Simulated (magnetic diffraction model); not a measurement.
**LaMnPt: the ordered moment from one line**

Space group Pnma (no. 62), a = 7.1400 Å, b = 4.4750 Å, c = 7.6980 Å.

```
site  atom       x    y       z
  4c    Pt  0.2065  3/4  0.1144
  4c    La  0.4727  3/4  0.8238
  4c    Mn  0.3596  3/4  0.4391
```

The compound is invented for this exercise: a known structure type with other elements, its cell scaled to their sizes and not relaxed.

Only Mn is taken to order (form factors of Mn2+); orders and moment sizes are assumed, and not adapted to the symmetry. Radiation: neutrons of λ = 2.52 Å, 8° to 80°; isotropic B of 0.3 Å² (Pt), 0.39 Å² (La) and 0.46 Å² (Mn). The intensities are simulated: I ∝ L Σ (|F_N|² + |F_M⊥|²) for unpolarised neutrons, with F_M = 2.695 fm/μB × Σ f(s) S exp(2πi Q·r) exp(−B s²) at Q = H ± k (one set where k and −k are equivalent), only the part normal to Q counting and L = 1/(sin²θ cos θ). For collinear order S is the moment m, which repeats by lattice and centring translations R with the sign exp(−2πi k·R). Form factors are spin-only for 3d ions and dipole or tabulated for f ions, scattering lengths are Sears's of 1992, and absorption is left out. A label names one of the reflections at its angle. The strongest nuclear line in the range is 100, and lines under 0.2 are left out.

In a first state the assumed order is k = (0 1/2 1/2), collinear moments along [110], 2.94 μB on Mn; signs + at (0.3596, 3/4, 0.4391), − at (0.8596, 3/4, 0.0609), + at (0.6404, 1/4, 0.5609), − at (0.1404, 1/4, 0.9391), with this pattern:

```
2θ (°)         index  nuclear  magnetic
 18.74  (0 1/2 -1/2)      0.0      16.6
 27.79   (1 1/2 1/2)      0.0      19.8
 27.86       (1 0 1)     16.3       0.0
 32.88   (0 1/2 3/2)      0.0      16.8
 38.01       (0 1 1)      3.6       0.0
 38.22       (0 0 2)     12.1       0.0
 38.97   (1 1/2 3/2)      0.0       0.8
 43.48       (1 1 1)    100.0       0.0
 43.66       (1 0 2)     47.5       0.0
 45.75   (2 1/2 1/2)      0.0       1.9
 45.79       (2 0 1)     22.0       0.0
 50.96   (0 3/2 1/2)      0.0       1.4
 53.68       (2 1 0)     11.4       0.0
 53.80   (2 1/2 3/2)      0.0       5.3
 55.42   (1 3/2 1/2)      0.0       4.3
 55.61       (1 1 2)     34.4       0.0
```
(The table stops after 16 lines; 21 more lie at higher angle.)

**Question.** Nearer the ordering temperature the line at 27.79° has total intensity 5.0 on the same scale, and all moments have shrunk alike. How large is the Mn moment?

The nuclear part, 0.0, stays, so the magnetic part is 5.0 against 19.8. It goes as m², so m = 2.94 × √(5.0/19.8) = 1.48 μB; the value used was 1.47 μB.

[Logs are printed without paths, hosts, clocks, repeated set-up lines and the standing remarks that a program may print on its own settings, such as how far it seeks lower states.]
